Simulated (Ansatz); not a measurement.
## Rb3BrF2: complex band structure

A new crystal, Rb3BrF2: structure, gap and complex bands. It is built by putting F for I in the Rb3I2Br structure of space group Immm, with the volume rescaled by atomic radii. The parent structure comes from the Materials Project.

Method: PBE DFT, plane waves, PAW files, in the first sound run; inputs show where later runs differ, in Ansatz 0.2.0.

Most raw output is cut from this account.

The structure was built from a prototype and need not be the compound's stable phase.

## Step 1: The starting structure

The structure is orthorhombic, space group Immm (No. 71). Conventional cell: a = 4.747 Å, b = 6.756 Å, c = 14.301 Å, α = 90.00°, β = 90.00°, γ = 90.00°. Rb has 2 Br at 3.25 Å and 4 F at 3.38 to 3.46 Å nearest. Nearest to Rb lie 2 Br at 3.38 Å and 4 F at 3.39 Å. F has 6 Rb at 3.38 to 3.46 Å nearest. Nearest to Br lie 6 Rb at 3.25 to 3.38 Å. It derives from Rb3I2Br. F for I in the Rb3I2Br structure of space group Immm. Farther neighbours and most contacts between anions are not listed.

## Step 2: Relaxing the new crystal

The substituted atoms don't fit the parent's cell, so cell and atoms relax together. A small smearing keeps the run stable in case the gap closes on the way.

input.yaml

```yaml
crystal:
  lattice:
    - [-2.3736389937, 3.378178034, 7.1505170053]
    - [2.3736389937, -3.378178034, 7.1505170053]
    - [2.3736389937, 3.378178034, -7.1505170053]
  atoms:
    - { symbol: Rb, position: [0.34521018, 0.34521018, 0.0] }
    - { symbol: Rb, position: [0.0, 0.0, 0.0] }
    - { symbol: Rb, position: [0.65478982, 0.65478982, 0.0] }
    - { symbol: F, position: [0.16915488, 0.66915488, 0.5] }
    - { symbol: F, position: [0.83084512, 0.33084512, 0.5] }
    - { symbol: Br, position: [0.5, 0.0, 0.5] }
kpoints:
  mp_grid: { grid: [6, 6, 6] }
scf:
  occupations: { method: gaussian, width: 0.03 }
hamiltonian:
  xc: pbe
output:
  forces: true
  stress: true
relax:
  f_tol: 0.02
  max_steps: 60
  cell: {}
```

Run with:

```
> ansatz run input.yaml --threads 2 --pin off --max-ram 4096MiB --backend cpu --events-out ev --progress --plain --runs-dir out
```

Elapsed: 63 s, on 2 threads of Arm Neoverse V2, shared host; peak memory 0.6 GiB.

Relaxation path:

| step | energy less that of the first step (eV) | largest force component (eV/Å) | pressure (GPa) | volume (Å³) |
| --- | --- | --- | --- | --- |
| 1 | 0.0000 | 0.9406 | -1.37 | 229.35 |
| 2 | -0.3849 | 0.5794 | -1.58 | 220.93 |
| 3 | -0.7048 | 0.3580 | -1.38 | 207.79 |
| 4 | -0.9229 | 0.0709 | -0.55 | 192.69 |
| 5 | -0.9609 | 0.1030 | 0.18 | 183.16 |
| 6 | -0.9686 | 0.0150 | 0.05 | 184.25 |
| 7 | -0.9699 | 0.0123 | 0.05 | 184.37 |
| 8 | -0.9698 | 0.0018 | 0.00 | 184.95 |
| 9* | -0.9604 | 0.0016 | -0.13 | 184.95 |
| 10 | -0.9622 | 0.0070 | 0.03 | 183.41 |
| 11 | -0.9621 | 0.0004 | 0.00 | 183.60 |
| 12* | -0.9611 | 0.0004 | -0.01 | 183.60 |

Relaxation steps marked * repeat the geometry before them on a plane-wave basis chosen anew for their cell, so energy and pressure can jump there.

The run keeps the 8 symmetry operations that it works with, so distortions that break them were not tested.

| conventional cell, symmetrised | before | after | change |
| --- | --- | --- | --- |
| a (Å) | 4.747 | 4.257 | -10.3 % |
| b (Å) | 6.756 | 6.565 | -2.8 % |
| c (Å) | 14.301 | 13.139 | -8.1 % |
| volume (Å³/atom) | 38.22 | 30.60 | -19.9 % |

The atoms that moved most (Å, as changes of fractional coordinates times the final cell):

| atom | dx | dy | dz | length |
| --- | --- | --- | --- | --- |
| Rb1 | 0.000 | 0.000 | -0.587 | 0.587 |
| Rb3 | 0.000 | 0.000 | 0.587 | 0.587 |
| F5 | 0.000 | 0.000 | 0.036 | 0.036 |
| F4 | 0.000 | 0.000 | -0.036 | 0.036 |

The relaxed structure:

```cif
data_structure
_symmetry_space_group_name_H-M 'P 1'
_symmetry_Int_Tables_number 1
_cell_length_a 7.6462
_cell_length_b 7.6462
_cell_length_c 7.6462
_cell_angle_alpha 147.676
_cell_angle_beta 129.150
_cell_angle_gamma 61.550
_cell_volume 183.60
loop_
_atom_site_label
_atom_site_type_symbol
_atom_site_fract_x
_atom_site_fract_y
_atom_site_fract_z
_atom_site_occupancy
Rb1 Rb 0.30051 0.30051 0.00000 1
Rb2 Rb 0.00000 0.00000 0.00000 1
Rb3 Rb 0.69949 0.69949 0.00000 1
F4 F 0.16644 0.66644 0.50000 1
F5 F 0.83356 0.33356 0.50000 1
Br6 Br 0.50000 0.00000 0.50000 1
```

This step gave:

- free energy: -14210.1375 eV
- Fermi energy: 3.797 eV
- pressure: -0.008250 GPa

The largest force component on a free atom ends at 3.9e-4 eV/Å.

## Step 3: The bulk crystal and its band edges

The energy window and the wavevectors of the next steps follow from the band edges, so these are searched first, off the mesh as well.

input.yaml

```yaml
crystal:
  lattice:
    - [-2.1283443694, 3.2827403475, 6.5694898002]
    - [2.1283443694, -3.2827403475, 6.5694898002]
    - [2.1283443694, 3.2827403475, -6.5694898002]
  atoms:
    - { symbol: Rb, position: [0.3005092252, 0.3005092252, 0.0] }
    - { symbol: Rb, position: [0.0, 0.0, 0.0] }
    - { symbol: Rb, position: [0.6994907748, 0.6994907748, 0.0] }
    - { symbol: F, position: [0.1664448371, 0.6664448371, 0.5] }
    - { symbol: F, position: [0.8335551629, 0.3335551629, 0.5] }
    - { symbol: Br, position: [0.5, 0.0, 0.5] }
kpoints:
  mp_grid: { grid: [6, 6, 6] }
  band_path: { path: [VBM, CBM], npoints: 30 }
scf:
  occupations: { method: fixed }
hamiltonian:
  xc: pbe
output:
  eigenvalues: true
  write_potential: true
  write_density: true
  volumetric_format: npy
  elf: true
```

It took 15 s on 2 threads; peak memory 0.54 GiB.

This step gave:

- free energy: -14210.1379 eV
- Fermi energy: 1.719 eV
- gap on the k-mesh: 4.157 eV
- gap on path: 4.157 eV, by band count; negative where bands overlap
- direct gap on path: 4.157 eV
- edge places on path: 0, 0 1/A along the path

Levels at VBM (eV): -1.13, -1.11, -1.01, -0.98, -0.97, -0.93, -0.51, -0.37, 0.00, 4.16, 6.67, 7.10, 7.59, 7.99.

Electrostatic potential energy in the ab plane of the cell as run, not the conventional one, at fractional z = 0.500, with atoms of F and Br within 0.2 Å of it. With pseudopotentials it is smooth inside the atoms' cores, unlike the true potential.

Values in eV, 11 rows by 16 columns, each cell a mean:
```
  6   6   6   6   7   6  -2 -29 -39 -37  -6   6   7   6   6   6
  8   8   7   7   7   7   7   4  -4  -6   2   6   7   7   7   8
  8  -2 -10   2   8   7   6   7   7   7   7   7   7   7   7   8
  8  -9 -36 -31   0   8   6   6   6   7   7   7   7   6   6   7
  8   8  -3 -13   2   8   7   6   6   7   7   8   8   7   6   7
  7   7   8   8   9   8   7   6   6   7   8   9   8   8   8   7
  7   6   6   7   7   7   7   6   6   6   8   6 -19 -22  -1   8
  8   7   6   6   7   7   7   7   6   6   7   7 -11 -34 -26   5
  8   8   7   7   7   7   6   6   7   7   7   7   8   3   1   8
  7   7   7   7   7   4 -10 -19  -8   4   7   7   6   7   7   8
  6   6   6   7   7   3 -26 -40 -40 -23   3   7   6   6   6   6
```
Columns run along a (7.6 Å; values clipped at the 3rd and 97th percentile), rows up along b (7.6 Å). Atoms in or near the plane, at fractional coordinates: F at (0.17, 0.67), F at (0.83, 0.33), Br at (0.50, 0.00).

ELF in the ab plane of the cell as run, not the conventional one, at fractional z = 0.500, with atoms of F and Br within 0.2 Å of it. It is the smooth field of the valence electrons, not physical close to the nuclei.

Ten even steps from '_' (0.00) to '@' (0.88), each cell a mean:
```
____________--%%@@##::__**@@%%++..________
____________..++%%@@%%**%%@@@@**::________
..::..________..++%%@@@@@@@@%%**::________
==++++==::______..==##%%@@%%##==..______..
++%%%%%%**--________::++****++::________::
++%%@@%%%%**::________..::::..__________..
==%%%%**##%%++..__________________________
::**%%%%##@@##::__________________________
__--**%%@@@@##--__________________________
____::++####**--____________..::::..______
______..--==--..__________..==++**==::____
____________..____________..++%%%%%%**--__
__________________________..++%%@@%%%%##--
..__________________________==%%%%**##%%**
--____________....__________..**%%%%##@@##
==__________::==++==::________::**%%@@@@##
--________::++##%%%%**==..______::++####**
..________==##@@@@@@@@%%++::______..::----
________..==%%@@@@@@@@@@%%**..____________
__________--%%@@@@==--##@@%%==..__________
__________..**@@@@--__..%%@@##--__________
```
Columns run along a (7.6 Å), rows up along b (7.6 Å). Atoms in or near the plane, at fractional coordinates: F at (0.17, 0.67), F at (0.83, 0.33), Br at (0.50, 0.00).

Valence density in the ab plane of the cell as run, not the conventional one, at fractional z = 0.500, with atoms of F and Br within 0.2 Å of it. It is the smooth field of the valence electrons, not physical close to the nuclei.

Ten steps, logarithmic in the rise over the least value, from '_' (0 e/Å³) to '@' (11 e/Å³), each cell a mean:
```
______________::======--++==::..__________
______________..::====++++==::..__________
________________..::--====--::..__________
..::::....________....::::::....__________
..--++++--..__________........____________
::++##%%**--..____________________________
..==%%@@@@**::____________________________
__::**@@@@##--..__________________________
__..--++**++--..__________________________
____..::----::..__________________________
________......______________..::::....____
____________________________..--++++--..__
____________________________::++##%%**--..
____________________________..==%%@@@@**::
..____________________________::**@@@@##--
..____________________________..--++**++--
..__________....::::....________..::----::
____________..::------::..__________......
____________..--==++====::..______________
____________..--++========::..____________
____________..--====::==++--..____________
```
Columns run along a (7.6 Å), rows up along b (7.6 Å). Atoms in or near the plane, at fractional coordinates: F at (0.17, 0.67), F at (0.83, 0.33), Br at (0.50, 0.00).

The searched edges give 4.16 eV, as on the mesh.

## Step 4: Complex bands

This step: PBE DFT, plane waves, PAW files; complex bands by layer matching along the plane's normal (Ansatz 0.2.0).

The same crystal is laid in a cell whose first two vectors span the (001) plane (indices of the standard conventional cell, whose axes can be ordered otherwise than in the bulk input). At fixed energy and wavevector in the plane the solver finds all kz, real and complex. A few wavevectors are listed, (0, 0) and (0.5, 0) in units of the plane's reciprocal vectors; the slowest state needn't be among them.

input.yaml

```yaml
crystal:
  lattice:
    - [4.256688739, 0.0, 0.0]
    - [0.0, 6.565480695, 0.0]
    - [2.128344369, 3.282740348, 6.5694898]
  atoms:
    - { symbol: Rb, position: [0.6994907748, 0.6994907748, 0.6010184504] }
    - { symbol: Rb, position: [0.0, 0.0, 0.0] }
    - { symbol: Rb, position: [0.3005092252, 0.3005092252, 0.3989815496] }
    - { symbol: F, position: [0.3335551629, 0.8335551629, 0.3328896742] }
    - { symbol: F, position: [0.6664448371, 0.1664448371, 0.6671103258] }
    - { symbol: Br, position: [0.0, 0.5, 0.0] }
kpoints:
  mp_grid: { grid: [6, 6, 6] }
scf:
  occupations: { method: fixed }
hamiltonian:
  xc: pbe
output:
  eigenvalues: true
  transmission:
    leads: [[0, 0]]
    kpoints: [[0.0, 0.0], [0.5, 0.0]]
    e_range: [-1.0, 5.16]
    de: 0.15
```

Run time: 51 s. Hardware: 2 threads; peak memory 0.81 GiB.

This step gave:

```yaml
free_energy: -14210.1377 eV
level_to_which_the_leads_are_filled: 2.079 eV from the Fermi level
decay_constant_at_the_filling_level_zone_centre: 0.3967 Å⁻¹
decay_constant_at_the_filling_level_slowest_listed_point: 0.3967 Å⁻¹
```

K parallel (0, 0); values up to 1.5 1/Å, a degenerate pair printed once or twice; energies at which all values exceed this have no row. Im kz of the slowest decaying states against energy, zero at the highest filled level on the SCF mesh:

| energy (eV) | decay 1 (Å⁻¹) | decay 2 (Å⁻¹) | decay 3 (Å⁻¹) | decay 4 (Å⁻¹) |
| --- | --- | --- | --- | --- |
| -1.00 | 0.0452 | 0.226 | 0.304 | 0.824 |
| -0.70 | 0.146 | 0.406 | 0.750 | 0.861 |
| -0.40 | 0.189 | 0.305 | 0.465 | 0.676 |
| -0.10 | 0.306 | 0.403 | 0.410 | 0.792 |
| 0.05 | 0.329 | 0.336 | 0.434 | 0.464 |
| 0.20 | 0.359 | 0.458 | 0.472 | 0.548 |
| 0.50 | 0.390 | 0.494 | 0.577 | 0.631 |
| 0.80 | 0.407 | 0.519 | 0.635 | 0.681 |
| 1.10 | 0.416 | 0.537 | 0.675 | 0.718 |
| 1.40 | 0.417 | 0.549 | 0.705 | 0.746 |
| 1.70 | 0.413 | 0.556 | 0.729 | 0.753 |
| 2.00 | 0.403 | 0.560 | 0.734 | 0.747 |
| 2.45 | 0.379 | 0.560 | 0.703 | 0.756 |
| 2.75 | 0.356 | 0.556 | 0.680 | 0.737 |
| 3.05 | 0.326 | 0.550 | 0.656 | 0.717 |
| 3.35 | 0.287 | 0.542 | 0.630 | 0.695 |
| 3.65 | 0.234 | 0.532 | 0.603 | 0.670 |
| 3.95 | 0.154 | 0.519 | 0.573 | 0.642 |
| 4.25 | 0.503 | 0.540 | 0.612 | 0.698 |
| 4.55 | 0.482 | 0.506 | 0.578 | 0.672 |
| 4.85 | 0.450 | 0.476 | 0.540 | 0.645 |
| 5.15 | 0.405 | 0.450 | 0.497 | 0.615 |

K parallel (0.5, 0); values up to 1.5 1/Å, a degenerate pair printed once or twice; energies at which all values exceed this have no row. The Im kz of the slowest decaying states by energy, zero at the highest filled level on the SCF mesh:

| energy (eV) | decay 1 (Å⁻¹) | decay 2 (Å⁻¹) | decay 3 (Å⁻¹) | decay 4 (Å⁻¹) |
| --- | --- | --- | --- | --- |
| -1.00 | 0.197 | 0.510 | 1.25 | 1.42 |
| -0.70 | 0.154 | 0.208 | 0.655 | 1.25 |
| -0.55 | 0.356 | 0.677 | 1.25 | 1.38 |
| -0.25 | 0.424 | 0.520 | 0.520 | 1.26 |
| 0.05 | 0.539 | 0.611 | 0.749 | 1.26 |
| 0.20 | 0.584 | 0.644 | 0.779 | 1.26 |
| 0.50 | 0.660 | 0.699 | 0.812 | 1.27 |
| 0.65 | 0.690 | 0.727 | 0.820 | 1.25 |
| 0.95 | 0.732 | 0.786 | 0.827 | 1.20 |
| 1.25 | 0.758 | 0.825 | 0.830 | 1.16 |
| 1.40 | 0.768 | 0.822 | 0.836 | 1.15 |
| 1.70 | 0.782 | 0.811 | 0.823 | 1.16 |
| 2.00 | 0.778 | 0.797 | 0.808 | 1.18 |
| 2.15 | 0.766 | 0.788 | 0.809 | 1.18 |
| 2.45 | 0.738 | 0.768 | 0.813 | 1.18 |
| 2.75 | 0.711 | 0.745 | 0.816 | 1.16 |
| 2.90 | 0.698 | 0.733 | 0.817 | 1.15 |
| 3.20 | 0.672 | 0.705 | 0.817 | 1.13 |
| 3.50 | 0.646 | 0.675 | 0.815 | 1.10 |
| 3.65 | 0.633 | 0.658 | 0.813 | 1.08 |
| 3.95 | 0.607 | 0.623 | 0.809 | 1.05 |
| 4.10 | 0.593 | 0.603 | 0.806 | 1.04 |
| 4.40 | 0.561 | 0.564 | 0.799 | 1.00 |
| 4.70 | 0.512 | 0.533 | 0.790 | 0.967 |
| 4.85 | 0.485 | 0.517 | 0.785 | 0.948 |
| 5.15 | 0.423 | 0.480 | 0.774 | 0.907 |

At the listed wavevectors the last open channel is at -0.55 eV and the next at +4.25 eV on the grid, wider than the gap, since narrow bands can fall between grid energies. At +2.15 eV, the grid energy nearest the filling level (the middle of the gap on the SCF mesh), the slowest state at the listed wavevectors decays with κ = 0.397 Å⁻¹, its amplitude falling by e over 2.5 Å. Through 1 nm of this crystal that state's transmission falls by exp(−2 × 0.397 Å⁻¹ × 10 Å) = 3.6e-4.

## Step 5: Band edges at another level, cutoff 1320 eV

This step: PBE DFT, plane waves, norm-conserving files (Ansatz 0.2.0).

The edges again with norm-conserving files, at the same atoms. Against that run the cutoff is 1320 eV against 420.

input.yaml

```yaml
crystal:
  lattice:
    - [-2.1283443694, 3.2827403475, 6.5694898002]
    - [2.1283443694, -3.2827403475, 6.5694898002]
    - [2.1283443694, 3.2827403475, -6.5694898002]
  atoms:
    - { symbol: Rb, position: [0.3005092252, 0.3005092252, 0.0] }
    - { symbol: Rb, position: [0.0, 0.0, 0.0] }
    - { symbol: Rb, position: [0.6994907748, 0.6994907748, 0.0] }
    - { symbol: F, position: [0.1664448371, 0.6664448371, 0.5] }
    - { symbol: F, position: [0.8335551629, 0.3335551629, 0.5] }
    - { symbol: Br, position: [0.5, 0.0, 0.5] }
kpoints:
  mp_grid: { grid: [6, 6, 6] }
  band_path: { path: [VBM, CBM], npoints: 30 }
scf:
  occupations: { method: fixed }
hamiltonian:
  xc: pbe
  pseudopotentials: { kind: nc }
output:
  eigenvalues: true
```

It took 99 s on 2 threads; peak memory 1.4 GiB; 3.3 min of CPU time.

This step gave:

```
free energy        : -4112.1666 eV
Fermi energy       : 1.777 eV
gap on the k-mesh  : 4.155 eV
gap on path        : 4.155 eV, by band count; negative where bands overlap
direct gap on path : 4.155 eV
```

Levels at VBM (eV): -1.13, -1.11, -1.00, -0.98, -0.97, -0.93, -0.51, -0.37, 0.00, 4.15, 6.67, 7.10, 7.59, 7.98.

The searched edges give 4.15 eV, as on the mesh.

## Step 6: Complex bands at another level

This step: PBE DFT, plane waves, norm-conserving files; complex bands by layer matching along the plane's normal (Ansatz 0.2.0).

The complex bands at that level, over its own gap, at (0, 0) and (0.5, 0).

input.yaml

```yaml
crystal:
  lattice:
    - [4.256688739, 0.0, 0.0]
    - [0.0, 6.565480695, 0.0]
    - [2.128344369, 3.282740348, 6.5694898]
  atoms:
    - { symbol: Rb, position: [0.6994907748, 0.6994907748, 0.6010184504] }
    - { symbol: Rb, position: [0.0, 0.0, 0.0] }
    - { symbol: Rb, position: [0.3005092252, 0.3005092252, 0.3989815496] }
    - { symbol: F, position: [0.3335551629, 0.8335551629, 0.3328896742] }
    - { symbol: F, position: [0.6664448371, 0.1664448371, 0.6671103258] }
    - { symbol: Br, position: [0.0, 0.5, 0.0] }
kpoints:
  mp_grid: { grid: [6, 6, 6] }
scf:
  occupations: { method: fixed }
hamiltonian:
  xc: pbe
  pseudopotentials: { kind: nc }
output:
  eigenvalues: true
  transmission:
    leads: [[0, 0]]
    kpoints: [[0.0, 0.0], [0.5, 0.0]]
    e_range: [-1.0, 5.15]
    de: 0.15
```

The job ended after 0.3 s (2 threads; peak memory 0.21 GiB).

The input was rejected at the start.

The program's message: “Error: memory limit exceeded: the `transmission` phase of `transmission` needs 7.22 GiB against the run's memory maximum of 4.00 GiB; largest carriers: transmission 6.82 GiB, unmodelled-tail allowance …”

## Step 7: The same cell, other settings

This step: PBE DFT, plane waves, PAW files; complex bands by layer matching along the plane's normal; changed: crystal.atoms[0].symbol = "Xx", scf.max_iter = 100 (Ansatz 0.2.0).

This run repeats an earlier one, its twin (the complex run, plane (001)), with two settings changed (starting moments or atoms, scf.max_iter; files written aside). The setting was drawn as a possible misstep, on purpose. Where the input is shown as a difference, that is against the step before, not the twin.

Edit input.yaml of step 6 so:

```diff
@@ -6,3 +6,3 @@
   atoms:
-    - { symbol: Rb, position: [0.6994907748, 0.6994907748, 0.6010184504] }
+    - { symbol: Xx, position: [0.6994907748, 0.6994907748, 0.6010184504] }
     - { symbol: Rb, position: [0.0, 0.0, 0.0] }
@@ -16,5 +16,5 @@
   occupations: { method: fixed }
+  max_iter: 100
 hamiltonian:
   xc: pbe
-  pseudopotentials: { kind: nc }
 output:
@@ -24,3 +24,3 @@
     kpoints: [[0.0, 0.0], [0.5, 0.0]]
-    e_range: [-1.0, 5.15]
+    e_range: [-1.0, 5.16]
     de: 0.15
```

Run time: 0.02 s. Hardware: 2 threads; peak memory 0.02 GiB.

The program refused the input before any cycle.

The program's message: “Error: YAML parse error: error: line 7 column 17: `Xx` is not an element symbol (H … Og, case-exact)”

The change that led to it: crystal.atoms[0].symbol = "Xx".

## Step 8: Results

```yaml
band_gap: 4.16 eV
least_decay_constant_at_mid_gap_normal_to_001: 0.397 Å⁻¹
```

With PBE, the slowest decay at the wavevectors tried is κ = 0.397 Å⁻¹, normal to (001). Through such a film the transmission near mid-gap falls as exp(−2κd), a factor of ten every 2.9 Å. A free electron under a barrier of half the gap would need a mass of 0.29 mₑ to decay at this rate. The compound is made up by substitution; its stability against other phases and against distortions of the cell's symmetry was not tested. A semilocal functional narrows gaps, so real decay constants are likely larger.

[Logs are printed without paths, hosts, clocks, repeated set-up lines and the standing remarks that a program may print on its own settings, such as how far it seeks lower states.]

[Hosts, paths, dates, database ids (printed as entryN), source tags and the programs' standing remarks are cut or masked in the printed files.]
